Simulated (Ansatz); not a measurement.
The crystal is LaBiS2O (P4/nmm).

```xyz
10
Lattice="4.0555 0.0000 0.0000 0.0000 4.0555 0.0000 0.0000 0.0000 14.1733" Properties=species:S:1:pos:R:3 pbc="T T T"
La    2.0277    0.0000    8.3302
La    0.0000    2.0277    5.8430
Bi    0.0000    2.0277   12.2992
Bi    2.0277    0.0000    1.8741
S     2.0277    0.0000   12.6145
S     0.0000    2.0277    1.5588
S     0.0000    2.0277    9.7824
S     2.0277    0.0000    4.3909
O     0.0000    0.0000    7.0866
O     2.0277    2.0277    7.0866
```

The cell and positions are those that the Materials Project relaxed with its own functionals (PBE, PBE+U or r2SCAN), kept fixed. Spin-orbit coupling is left out unless a run names it.

Gaps computed with Ansatz 0.2.0 without a self-energy: LDA 0.83 eV.

Q: Estimate the G0W0@LDA gap with 6×6×2 mesh, 1497 empty bands, screening to 200 eV, hard PAW files.

About 1.24 eV: on its mesh the run moves the gap from 0.83 eV by +0.41 eV. Bands and cutoff are finite, so the gap is not at the basis limit. The miss can reach some tenths of an eV and take either sign; the mesh is an error of its own. The 6×6×2 mesh is coarse for this cell (its supercell is 24 Å along the shortest edge). The RPA ε∞ on it, from the LDA start, is 7.38 and 19.44; such meshes misread the long-range screening, most where the gap is narrow. Where an edge is built on 6p states of lead, bismuth or thallium, scalar-relativistic gaps usually stand too wide, by a few tenths to over one eV. Empty 4f levels lie among the conduction bands. Their place in the start is unsure; it enters the screening, and the edge itself where they lie low. The many-body steps are scalar-relativistic: spin-orbit coupling is not in them.

[Paths, hosts, dates, memory and timing lines, banners, echoed tables and standing remarks are left out of the program output.]

[Logs are printed without paths, hosts, clocks, repeated set-up lines and the standing remarks that a program may print on its own settings, such as how far it seeks lower states.]

[Runs of the session that timed out or met a known fault of the program may be left out.]

[Cells called generated may have been cut or substituted from an entry of the Crystallography Open Database or the Materials Project.]

[Hosts, paths, dates, database ids (printed as entryN), source tags and the programs' standing remarks are cut or masked in the printed files.]
